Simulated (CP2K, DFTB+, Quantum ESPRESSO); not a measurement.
**Forces in generalised stacking fault on (111) (glide set) of a Ge-Si solid solution (72 atoms), program by program**

Aim: forces, pressure of generalised stacking fault on (111) (glide set) of a Ge-Si solid solution (72 atoms) at one geometry, from other programs and methods, against plane-wave PBE.

Results are calculated, not measured.

## Step 1: The structure

The cell holds 72 atoms (51 Ge and 21 Si), with edges of 6.85, 11.86 and 19.65 Å. Recipe: diamond-structure Ge lattice (a = 5.5919 Å, the value set for the mixture), cell with z along [111], 1 x 3 x 2 periods; the third cell vector is tilted by 0.250 of 1/2[11-2] and lengthened by 0.2 Å, so the cell holds one fault (glide set); displaced by a Gaussian of 0.01 Å; 21 of 72 Ge sites given to Si at random (lattice constant by Vegard's rule between Ge and Si). Then every atom was moved at random, 0.05 Å r.m.s. a Cartesian component. The density is 4.48 g/cm³.

## Step 2: The reference input

Quantum ESPRESSO 7.5: Kohn-Sham DFT, PBE, SSSP efficiency 1.3.0 pseudopotentials, plane waves. Its input, pw.in:

```
&control
  calculation = 'scf'
  pseudo_dir = './pseudo'
  outdir = './tmp'
  disk_io = 'none'
  tprnfor = .true.
  tstress = .true.
/
&system
  ibrav = 0
  nat = 72
  ntyp = 2
  ecutwfc = 45
  ecutrho = 360
  nosym = .true.
  occupations = 'smearing'
  smearing = 'fd'
  degauss = 0.003675
/
&electrons
  conv_thr = 3.6e-07
  electron_maxstep = 100
  mixing_beta = 0.2
  mixing_mode = 'local-TF'
  diagonalization = 'david'
/
ATOMIC_SPECIES
Ge 72.630 Ge.upf
Si 28.085 Si.upf
CELL_PARAMETERS angstrom
6.84865 0.00000 0.00000
0.00000 11.86221 0.00000
1.71216 0.00000 19.57091
ATOMIC_POSITIONS crystal
Ge 0.50958 0.16377 0.02071
Ge 0.46090 0.15633 0.14698
Ge 0.78904 0.16758 0.18940
Si 0.75270 0.16200 0.31003
[... 66 atom lines left out ...]
Ge 0.94221 0.83604 0.84328
Si 0.92409 0.84176 0.96943
K_POINTS gamma
```

```console
$ OMP_NUM_THREADS=1 mpirun -np 4 pw.x -in pw.in > output.txt
```

Elapsed: 4.3 min, on 4 MPI ranks of Arm Neoverse V1, shared host; peak memory 4.4 GiB; 17 min of CPU time.

It converged with an r.m.s. force component of 0.90 eV/Å and a pressure of 2.9 GPa.

## Step 3: What was run beside it

- CP2K 2026.2: Gaussian basis with GTH pseudopotentials and a plane-wave density; labels give functional, basis (MOLOPT sets; SR short-range, UZH the newer set with its own potentials), grid cutoff/relative cutoff and solver (OT: orbital transformation; TRS4, TC2, SIGN: linear-scaling purification with its sparsity filter), or its built-in tight binding.
- DFTB+ 25.1: tight binding, with Slater–Koster sets (DFTB) or xTB through its tblite library.

All use the same cell and atoms, and the electronic-structure runs the same k-mesh.

## Step 4: All runs compared

Differences are against the reference: forces as r.m.s. over components, share as that over the reference's r.m.s. force, slope as the fitted ratio of a run's forces to the reference's.

| run | Δ force, r.m.s. (meV/Å) | share (%) | slope | Δ pressure (GPa) | cores | CPU time | memory (GiB) |
| --- | --- | --- | --- | --- | --- | --- | --- |
| reference | - | - | - | - | 4 | 17 min | 4.4 |
| CP2K PBE, DZVP-MOLOPT-SR, 175/50 Ry, diagonalisation (coarse) | 26.4 | 2.92 | 0.997 | 0.679 | 2 | 3.3 min | 0.98 |
| CP2K PBE, DZVP-MOLOPT-SR, 350/50 Ry, diagonalisation | 26.4 | 2.92 | 0.997 | 0.679 | 2 | 3.2 min | 1.9 |
| CP2K RPBE, PBE potentials, DZVP-MOLOPT-SR, 350/50 Ry, diagonalisation | 25.7 | 2.85 | 0.997 | 1.11 | 2 | 3.3 min | 1.9 |
| DFTB+ IPEA1-xTB | 544 | 60.2 | 1.316 | 15.1 | 1 | 24 s | 0.96 |

Rows marked coarse were listed beforehand as settings not expected to be converged; some can still land near the reference.

Runs without a result: CP2K GFN1-xTB, diagonalisation (not converged).

CPU time is summed over cores on shared hosts, of unlike kinds, so it is rough.

## Step 5: What came out

Forces lie from 2.8 % (CP2K RPBE, PBE potentials, DZVP-MOLOPT-SR, 350/50 Ry, diagonalisation) to 60 % (DFTB+ IPEA1-xTB) of the reference's r.m.s. force of 0.90 eV/Å away from it. The PBE run in local orbitals, coarse settings apart, differs by 2.9 % (CP2K PBE, DZVP-MOLOPT-SR, 350/50 Ry, diagonalisation); basis, grid and potentials can all enter. Tight binding differs by 60 % (DFTB+ IPEA1-xTB); it is another model, with fitted parameters of its own, and the xTB methods hold dispersion. Rows with another functional or a dispersion term differ by 2.8 % (CP2K RPBE, PBE potentials, DZVP-MOLOPT-SR, 350/50 Ry, diagonalisation), which mixes the change of model with differences of basis and potentials, some of them made for another functional.

IPEA1-xTB was fitted to ionisation energies and electron affinities, not to forces or charges. Runs with settings chosen to be coarse differ by 2.9 % (CP2K PBE, DZVP-MOLOPT-SR, 175/50 Ry, diagonalisation), their programs' other errors included. From CP2K PBE, DZVP-MOLOPT-SR, 175/50 Ry, diagonalisation to the finer CP2K PBE, DZVP-MOLOPT-SR, 350/50 Ry, diagonalisation the share goes from 2.92 to 2.92 %, so the grid isn't what parts these runs from the reference. The nearest run uses another functional than the reference, so its closeness isn't agreement at one level. Pressures at PBE, coarse settings apart, lie +0.68 GPa from the reference's.

Caveats: Periodic xTB results under one method name differ between programs and library versions (DFTB+ here holds tblite 0.3). The potentials hold different valence shells: 798 electrons in the reference, 288 in CP2K with DZVP-MOLOPT-SR; this bears on time and differences. The reference's pressure holds the uncorrected Pulay stress of its 45 Ry basis, so small pressure differences may be the reference's own error. The reference's stress is far from hydrostatic: its diagonal is -5.6, 12.5, 1.8 GPa, compression counted positive. The host structure and its lattice constant were typed by rule, without a check against the phase diagram. The electronic-structure runs sample only Γ, in a cell whose shortest periodic width is 7 Å, which is coarse for a cell with partly filled levels. The reference's pressure of 2.9 GPa reflects the volume that the recipe set, positions that aren't this level's minimum and the coarse k-sampling. Spin–orbit coupling is left out. Where levels are smeared, the DFT runs use Fermi–Dirac occupations at 580 K (0.05 eV), and energies are free energies. The atoms were displaced at random, and shares hang on the size of the forces that this gives. The reference's cutoffs and mesh weren't converged further here.

[Logs are printed without paths, hosts, clocks, repeated set-up lines and the standing remarks that a program may print on its own settings, such as how far it seeks lower states.]

[Hosts, paths, dates, database ids (printed as entryN), source tags and the programs' standing remarks are cut or masked in the printed files.]

[Cells were taken only where this reference lay near another plane-wave run.]
